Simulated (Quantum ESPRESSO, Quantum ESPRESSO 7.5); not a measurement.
**puckered PAs, 1 layer, stepped through strain along the first axis**

Wanted: a table for puckered PAs, 1 layer against strain along the first axis, and what can be fitted to it.

Program: Quantum ESPRESSO 7.5. Level of theory: plane-wave DFT, PBE, GBRV ultrasoft pseudopotentials. Results are calculated unless marked as measured.

Report form: the programs' logs are mostly left out.

## Step 1: The starting structure

The cell holds 4 atoms: 2 P and 2 As. Its edges and angles: a = 4.690 Å, b = 3.500 Å, c = 17.360 Å, α = 90.0°, β = 90.0°, γ = 90.0°. It derives from PAs. Vacuum lies along c.

Set-up: Cell and atoms are first relaxed; each strained cell is then held, the other axis too, and the atoms relax in it. A periodic run with 15 Å of vacuum in the starting cell gives the vacuum levels, and bands follow along a path.

Members -2, -1, 0, 1 and 2 took the same steps and show in the table alone.

## Step 2: Variable-cell relaxation of the reference

What the set-up leaves free in this member is relaxed.

ref.relax.in

```
&control
  prefix = 'ref.relax'
  outdir = './out'
  pseudo_dir = './pseudo'
  nstep = 80
  forc_conv_thr = 0.0004
  calculation = 'vc-relax'
  etot_conv_thr = 1e-06
/
&system
  ibrav = 0
  nat = 4
  ntyp = 2
  ecutwfc = 50
  ecutrho = 250
  occupations = 'smearing'
  smearing = 'fd'
  degauss = 0.004
/
&electrons
  conv_thr = 1e-09
  mixing_beta = 0.4
  electron_maxstep = 120
  mixing_mode = 'plain'
/
&ions
/
&cell
  cell_dofree = '2Dxy'
  press_conv_thr = 0.3
/
ATOMIC_SPECIES
  P   30.9738  p_pbe_v1.5.uspp.F.UPF
  As  74.9216  as_pbe_v1.uspp.F.UPF
CELL_PARAMETERS angstrom
  4.69000000000000 0.00000000000000 0.00000000000000
  0.00000000000000 3.50000000000000 0.00000000000000
  0.00000000000000 0.00000000000000 17.36000000000000
ATOMIC_POSITIONS crystal
  P   0.090000000000 0.000000000000 0.432027649770
  As  0.410000000000 0.500000000000 0.437788018433
  As  0.910000000000 0.000000000000 0.562211981567
  P   0.590000000000 0.500000000000 0.567972350230
K_POINTS automatic
  8 8 1 0 0 0
```

Run with:

```sh
$ OMP_NUM_THREADS=1 mpirun -n 4 pw.x -nk 4 -in ref.relax.in > ref.relax.out
```

The job ended after 6.2 min (4 MPI ranks of Intel Xeon Platinum 8559C (Emerald Rapids), shared host; peak memory 0.97 GiB).

Relaxation path:

```tsv
step	energy less that of the first step (eV)	largest force (eV/Å)	volume (Å³)
1	0.0000	1.0915	284.96
2	-0.0822	0.5728	286.20
3	-0.1157	0.1791	287.43
4	-0.1177	0.1583	287.52
5	-0.1197	0.1411	287.51
6	-0.1224	0.1278	287.40
7	-0.1261	0.1463	287.16
8	-0.1305	0.1541	286.70
9	-0.1343	0.1334	285.96
10	-0.1357	0.0947	285.58
11	-0.1369	0.0418	285.30
12	-0.1371	0.0180	285.34
13	-0.1372	0.0087	285.47
14	-0.1372	0.0108	285.58
15	-0.1373	0.0141	285.73
16	-0.1373	0.0126	285.88
17	-0.1374	0.0063	285.96
18	-0.1374	0.0010	285.96
19	-0.1374	0.0010	285.96
```

```tsv
cell as run	before	after	change
a (Å)	4.690	4.697	+0.2 %
b (Å)	3.500	3.507	+0.2 %
```

The atoms that moved most (Å, along periodic axes as changes of fractional coordinates times the final cell, across vacuum about the mean position):

```tsv
atom	dx	dy	dz	length
As2	0.051	0.000	-0.097	0.110
As3	0.051	0.000	0.097	0.110
P1	-0.051	0.000	0.089	0.103
P4	-0.051	0.000	-0.089	0.103
```

Final coordinates:

```cif
data_structure
_symmetry_space_group_name_H-M 'P 1'
_symmetry_Int_Tables_number 1
_cell_length_a 4.6974
_cell_length_b 3.5067
_cell_length_c 17.3600
_cell_angle_alpha 90.000
_cell_angle_beta 90.000
_cell_angle_gamma 90.000
_cell_volume 285.96
loop_
_atom_site_label
_atom_site_type_symbol
_atom_site_fract_x
_atom_site_fract_y
_atom_site_fract_z
_atom_site_occupancy
P1 P 0.07907 0.00000 0.43718 1
As2 As 0.42093 0.50000 0.43218 1
As3 As 0.92093 0.00000 0.56782 1
P4 P 0.57907 0.50000 0.56282 1
```

 The last row is no step: it is a fresh SCF in the final cell with a new plane-wave basis, -0 meV from the row before.

Numbers from this step:

| Item | Value |
| --- | --- |
| free energy | -1517.8001 eV |
| Fermi energy | -1.041 eV |

## Step 3: Relaxing the ions, -4 %

m0.relax.in

```
&control
  prefix = 'm0.relax'
  outdir = './out'
  pseudo_dir = './pseudo'
  nstep = 40
  forc_conv_thr = 0.0003
  calculation = 'relax'
  tstress = .true.
/
&system
  ibrav = 0
  nat = 4
  ntyp = 2
  ecutwfc = 50
  ecutrho = 250
  occupations = 'smearing'
  smearing = 'fd'
  degauss = 0.002
/
&electrons
  conv_thr = 1e-09
  mixing_beta = 0.4
  electron_maxstep = 120
  mixing_mode = 'plain'
/
&ions
/
ATOMIC_SPECIES
  P   30.9738  p_pbe_v1.5.uspp.F.UPF
  As  74.9216  as_pbe_v1.uspp.F.UPF
CELL_PARAMETERS angstrom
  4.50946451328000 0.00000000000000 0.00000000000000
  0.00000000000000 3.50670556300000 0.00000000000000
  0.00000000000000 0.00000000000000 17.36000000000000
ATOMIC_POSITIONS crystal
  P   0.079070294400 0.000000000000 0.437176016100
  As  0.420929705600 0.500000000000 0.432175092800
  As  0.920929705600 0.000000000000 0.567824907200
  P   0.579070294400 0.500000000000 0.562823983900
K_POINTS automatic
  8 8 1 0 0 0
```

Run with:

```sh
$ OMP_NUM_THREADS=1 mpirun -n 4 pw.x -nk 4 -in m0.relax.in > m0.relax.out
```

Elapsed: 5 min, on 4 MPI ranks; peak memory 0.93 GiB.

Relaxation path:

```tsv
step	energy less that of the first step (eV)	largest force (eV/Å)
1	0.0000	0.5907
2	-0.0223	0.3611
3	-0.0344	0.1376
4	-0.0363	0.0569
5	-0.0364	0.0438
6	-0.0365	0.0290
7	-0.0366	0.0310
8	-0.0367	0.0408
9	-0.0368	0.0463
10	-0.0370	0.0473
11	-0.0373	0.0385
12	-0.0374	0.0185
13	-0.0374	0.0073
```

The atoms that moved most (Å):

```tsv
atom	dx	dy	dz	length
As2	0.029	0.000	-0.037	0.047
As3	0.029	0.000	0.037	0.047
P4	-0.029	0.000	-0.017	0.034
P1	-0.029	0.000	0.017	0.034
```

The relaxed structure:

```xyz
4
Lattice="4.5095 0.0000 0.0000 0.0000 3.5067 0.0000 0.0000 0.0000 17.3600" Properties=species:S:1:pos:R:3
P     0.3277    0.0000    7.6065
As    1.9270    1.7534    7.4656
As    4.1817    0.0000    9.8944
P     2.5825    1.7534    9.7535
```

The relaxation lowers the energy by 9 meV an atom.

This step gave:

- free energy: -1517.7861 eV
- Fermi energy: -0.8178 eV

## Step 4: Self-consistent run, -4 %

The self-consistent run of this member.

m0.scf.in

```
&control
  prefix = 'm0.scf'
  outdir = './out'
  pseudo_dir = './pseudo'
  calculation = 'scf'
  tprnfor = .true.
/
&system
  ibrav = 0
  nat = 4
  ntyp = 2
  ecutwfc = 40
  ecutrho = 200
  occupations = 'smearing'
  smearing = 'fd'
  degauss = 0.002
  nbnd = 14
/
&electrons
  conv_thr = 1e-09
  mixing_beta = 0.4
  electron_maxstep = 120
  mixing_mode = 'plain'
/
ATOMIC_SPECIES
  P   30.9738  p_pbe_v1.5.uspp.F.UPF
  As  74.9216  as_pbe_v1.uspp.F.UPF
CELL_PARAMETERS angstrom
  4.50946451328000 0.00000000000000 0.00000000000000
  0.00000000000000 3.50670556300000 0.00000000000000
  0.00000000000000 0.00000000000000 17.36000000000000
ATOMIC_POSITIONS crystal
  P   0.072675903100 0.000000000000 0.438159816400
  As  0.427324096900 0.500000000000 0.430044933000
  As  0.927324096900 0.000000000000 0.569955067000
  P   0.572675903100 0.500000000000 0.561840183600
K_POINTS automatic
  8 8 1 0 0 0
```

Run with:

```sh
$ OMP_NUM_THREADS=1 mpirun -n 4 pw.x -nk 4 -in m0.scf.in > m0.scf.out
```

It took 19 s on 4 MPI ranks; peak memory 0.66 GiB.

Read from the output:

- free energy: -1517.7827 eV
- Fermi energy: -0.8177 eV
- valence top, on the run's zero: -1.175 eV
- conduction bottom, on the run's zero: -0.4795 eV
- gap by band count: 0.6953 eV

## Step 5: Potential by pp.x, -4 %

plot_num = 11 writes the bare and Hartree potential, from which vacuum levels or, in a crystal, the mean potential are read.

m0.pot.in

```
&inputpp
  prefix = 'm0.scf'
  outdir = './out'
  filplot = 'm0.pot.dat'
  plot_num = 11
/
```

Run with:

```sh
$ OMP_NUM_THREADS=1 mpirun -n 4 pp.x -in m0.pot.in > m0.pot.out
```

It took 1.6 s on 4 MPI ranks; peak memory 0.11 GiB; 5.5 s of CPU time.

This step gave:

```
slope of the potential above                                          : 1.41e-4 eV/Å
upper vacuum line continued to the top atoms, over the valence top    : 4.642 eV
slope of the potential below                                          : 1.20e-6 eV/Å
lower vacuum line continued to the bottom atoms, over the valence top : 4.643 eV
vacuum level at the upper face over the valence top of the mesh       : 4.643 eV
vacuum level at the lower face over the valence top of the mesh       : 4.643 eV
```

The potential energy, planar mean oscillates, so the rows of the table below give means over windows of 1 Å about each position, cut where the curve ends. Its maxima inside the range that stand out by 2 % of the span (Å: eV): 7.4: 10.6, 8.7: 0.564, 10.0: 10.6. Its minima: 6.8: -1.31, 8.1: -5.10, 9.3: -5.10, 10.5: -1.31.

Electrostatic potential energy of an electron; zero at the highest filled level of the SCF mesh. Table of potential energy, planar mean by z; means over each step:

```tsv
z (Å)	potential energy, planar mean (eV)
0	4.64
1	4.64
2	4.64
3	4.64
4	4.64
5	4.59
6	3.72
7	3.79
8	0.181
9	-1.68
10	5.71
11	2.18
12	4.50
13	4.64
14	4.64
15	4.64
16	4.64
17	4.64
```

## Step 6: Bands along a path, -4 %

Bands along a path place the edges.

m0.bands.in is the input of step 4 with these lines changed:

```diff
@@ -1,7 +1,6 @@
 &control
-  prefix = 'm0.scf'
+  prefix = 'm0.bands'
   outdir = './out'
   pseudo_dir = './pseudo'
-  calculation = 'scf'
-  tprnfor = .true.
+  calculation = 'bands'
 /
@@ -16,6 +15,6 @@
   degauss = 0.002
-  nbnd = 14
+  nbnd = 16
 /
 &electrons
-  conv_thr = 1e-09
+  conv_thr = 1e-07
   mixing_beta = 0.4
@@ -36,3 +35,8 @@
   P   0.572675903100 0.500000000000 0.561840183600
-K_POINTS automatic
-  8 8 1 0 0 0
+K_POINTS crystal_b
+5
+  0.0000000000 0.0000000000 0.0000000000 12
+  0.5000000000 0.0000000000 0.0000000000 12
+  0.5000000000 0.5000000000 0.0000000000 12
+  0.0000000000 0.5000000000 0.0000000000 12
+  0.0000000000 0.0000000000 0.0000000000 1
```

Run with:

```sh
$ cp -r out/m0.scf.save out/m0.bands.save
$ cp out/m0.scf.xml out/m0.bands.xml
$ OMP_NUM_THREADS=1 mpirun -n 4 pw.x -nk 4 -in m0.bands.in > m0.bands.out
```

It took 37 s on 4 MPI ranks; peak memory 0.44 GiB; 2.5 min of CPU time.

Numbers from this step:

```
conduction bottom, on the run's zero : -0.4796 eV
```

Band numbers count within the set of bands kept for display. Electronic bands along the path, in eV, zero at the highest filled level of the SCF mesh; v1 is the highest filled band, c1 the lowest empty one:

```tsv
point	v4	v3	v2	v1	c1	c2	c3	c4
Γ	-3.09	-1.79	-1.44	-0.10	0.70	1.82	2.62	3.37
halfway	-2.80	-1.55	-1.39	-0.51	1.57	1.76	2.24	2.90
X	-2.11	-2.11	-0.75	-0.75	1.78	1.78	3.07	3.07
halfway	-2.86	-2.86	-1.37	-1.37	2.73	2.73	3.48	3.48
S	-4.40	-4.40	-1.47	-1.47	2.49	2.49	4.43	4.43
halfway	-3.55	-3.55	-1.51	-1.51	1.95	1.95	3.03	3.03
Y	-2.52	-2.52	-1.92	-1.92	1.26	1.26	1.78	1.78
halfway	-3.60	-2.52	-1.55	-0.63	1.27	1.30	2.98	3.33
Γ	-3.09	-1.79	-1.44	-0.10	0.70	1.82	2.62	3.37
```

Along this path the valence top lies near X and the conduction bottom at Γ.

## Step 7: Relaxation with pw.x, -3 %

m1.relax.in

```
&control
  prefix = 'm1.relax'
  outdir = './out'
  pseudo_dir = './pseudo'
  nstep = 40
  forc_conv_thr = 0.0003
  calculation = 'relax'
  tstress = .true.
/
&system
  ibrav = 0
  nat = 4
  ntyp = 2
  ecutwfc = 50
  ecutrho = 250
  occupations = 'smearing'
  smearing = 'fd'
  degauss = 0.002
/
&electrons
  conv_thr = 1e-09
  mixing_beta = 0.4
  electron_maxstep = 120
  mixing_mode = 'plain'
/
&ions
/
ATOMIC_SPECIES
  P   30.9738  p_pbe_v1.5.uspp.F.UPF
  As  74.9216  as_pbe_v1.uspp.F.UPF
CELL_PARAMETERS angstrom
  4.55643810196000 0.00000000000000 0.00000000000000
  0.00000000000000 3.50670556300000 0.00000000000000
  0.00000000000000 0.00000000000000 17.36000000000000
ATOMIC_POSITIONS crystal
  P   0.079070294400 0.000000000000 0.437176016100
  As  0.420929705600 0.500000000000 0.432175092800
  As  0.920929705600 0.000000000000 0.567824907200
  P   0.579070294400 0.500000000000 0.562823983900
K_POINTS automatic
  8 8 1 0 0 0
```

Run with:

```sh
$ OMP_NUM_THREADS=1 mpirun -n 4 pw.x -nk 4 -in m1.relax.in > m1.relax.out
```

It took 4.9 min on 4 MPI ranks; peak memory 0.92 GiB.

Relaxation path:

```tsv
step	energy less that of the first step (eV)	largest force (eV/Å)
1	0.0000	0.4376
2	-0.0123	0.2711
3	-0.0192	0.1064
4	-0.0203	0.0423
5	-0.0204	0.0323
6	-0.0204	0.0208
7	-0.0205	0.0206
8	-0.0205	0.0253
9	-0.0206	0.0277
10	-0.0206	0.0280
11	-0.0207	0.0241
12	-0.0208	0.0122
13	-0.0208	0.0059
```

The atoms that moved most (Å):

```tsv
atom	dx	dy	dz	length
As2	0.022	0.000	-0.025	0.033
As3	0.022	0.000	0.025	0.033
P1	-0.022	0.000	0.009	0.024
P4	-0.022	0.000	-0.009	0.024
```

The relaxed structure:

```xyz
4
Lattice="4.5564 0.0000 0.0000 0.0000 3.5067 0.0000 0.0000 0.0000 17.3600" Properties=species:S:1:pos:R:3
P     0.3384    0.0000    7.5988
As    1.9398    1.7534    7.4778
As    4.2181    0.0000    9.8822
P     2.6166    1.7534    9.7612
```

The relaxation lowers the energy by 5 meV an atom.

This step gave:

| Property | Result |
| --- | --- |
| free energy | -1517.7925 eV |
| Fermi energy | -0.8968 eV |

## Step 8: SCF with pw.x, -3 %

m1.scf.in

```
&control
  prefix = 'm1.scf'
  outdir = './out'
  pseudo_dir = './pseudo'
  calculation = 'scf'
  tprnfor = .true.
/
&system
  ibrav = 0
  nat = 4
  ntyp = 2
  ecutwfc = 40
  ecutrho = 200
  occupations = 'smearing'
  smearing = 'fd'
  degauss = 0.002
  nbnd = 14
/
&electrons
  conv_thr = 1e-09
  mixing_beta = 0.4
  electron_maxstep = 120
  mixing_mode = 'plain'
/
ATOMIC_SPECIES
  P   30.9738  p_pbe_v1.5.uspp.F.UPF
  As  74.9216  as_pbe_v1.uspp.F.UPF
CELL_PARAMETERS angstrom
  4.55643810196000 0.00000000000000 0.00000000000000
  0.00000000000000 3.50670556300000 0.00000000000000
  0.00000000000000 0.00000000000000 17.36000000000000
ATOMIC_POSITIONS crystal
  P   0.074262558600 0.000000000000 0.437717404600
  As  0.425737441400 0.500000000000 0.430751700600
  As  0.925737441400 0.000000000000 0.569248299400
  P   0.574262558600 0.500000000000 0.562282595400
K_POINTS automatic
  8 8 1 0 0 0
```

Run with:

```sh
$ OMP_NUM_THREADS=1 mpirun -n 4 pw.x -nk 4 -in m1.scf.in > m1.scf.out
```

Elapsed: 19 s, on 4 MPI ranks; peak memory 0.69 GiB.

This step gave:

| Quantity | Value |
| --- | --- |
| free energy | -1517.7891 eV |
| valence top, on the run's zero | -1.302 eV |
| conduction bottom, on the run's zero | -0.5152 eV |
| gap by band count | 0.7865 eV |

## Step 9: Relaxation with pw.x, 3 %

m7.relax.in

```
&control
  prefix = 'm7.relax'
  outdir = './out'
  pseudo_dir = './pseudo'
  nstep = 40
  forc_conv_thr = 0.0003
  calculation = 'relax'
  tstress = .true.
/
&system
  ibrav = 0
  nat = 4
  ntyp = 2
  ecutwfc = 50
  ecutrho = 250
  occupations = 'smearing'
  smearing = 'fd'
  degauss = 0.002
/
&electrons
  conv_thr = 1e-09
  mixing_beta = 0.4
  electron_maxstep = 120
  mixing_mode = 'plain'
/
&ions
/
ATOMIC_SPECIES
  P   30.9738  p_pbe_v1.5.uspp.F.UPF
  As  74.9216  as_pbe_v1.uspp.F.UPF
CELL_PARAMETERS angstrom
  4.83827963404000 0.00000000000000 0.00000000000000
  0.00000000000000 3.50670556300000 0.00000000000000
  0.00000000000000 0.00000000000000 17.36000000000000
ATOMIC_POSITIONS crystal
  P   0.079070294400 0.000000000000 0.437176016100
  As  0.420929705600 0.500000000000 0.432175092800
  As  0.920929705600 0.000000000000 0.567824907200
  P   0.579070294400 0.500000000000 0.562823983900
K_POINTS automatic
  8 8 1 0 0 0
```

Run with:

```sh
$ OMP_NUM_THREADS=1 mpirun -n 4 pw.x -nk 4 -in m7.relax.in > m7.relax.out
```

It took 4.1 min on 4 MPI ranks; peak memory 0.97 GiB.

(Part 1 of 2 ends here.)

[Logs are printed without paths, hosts, clocks, repeated set-up lines and the standing remarks that a program may print on its own settings, such as how far it seeks lower states.]

[Hosts, paths, dates, database ids (printed as entryN), source tags and the programs' standing remarks are cut or masked in the printed files.]

[Maps of the electrostatic potential energy from Ansatz leave out the sawtooth potential of an applied field or a dipole correction, so their vacuum need not be flat; planar profiles and work functions include it.]
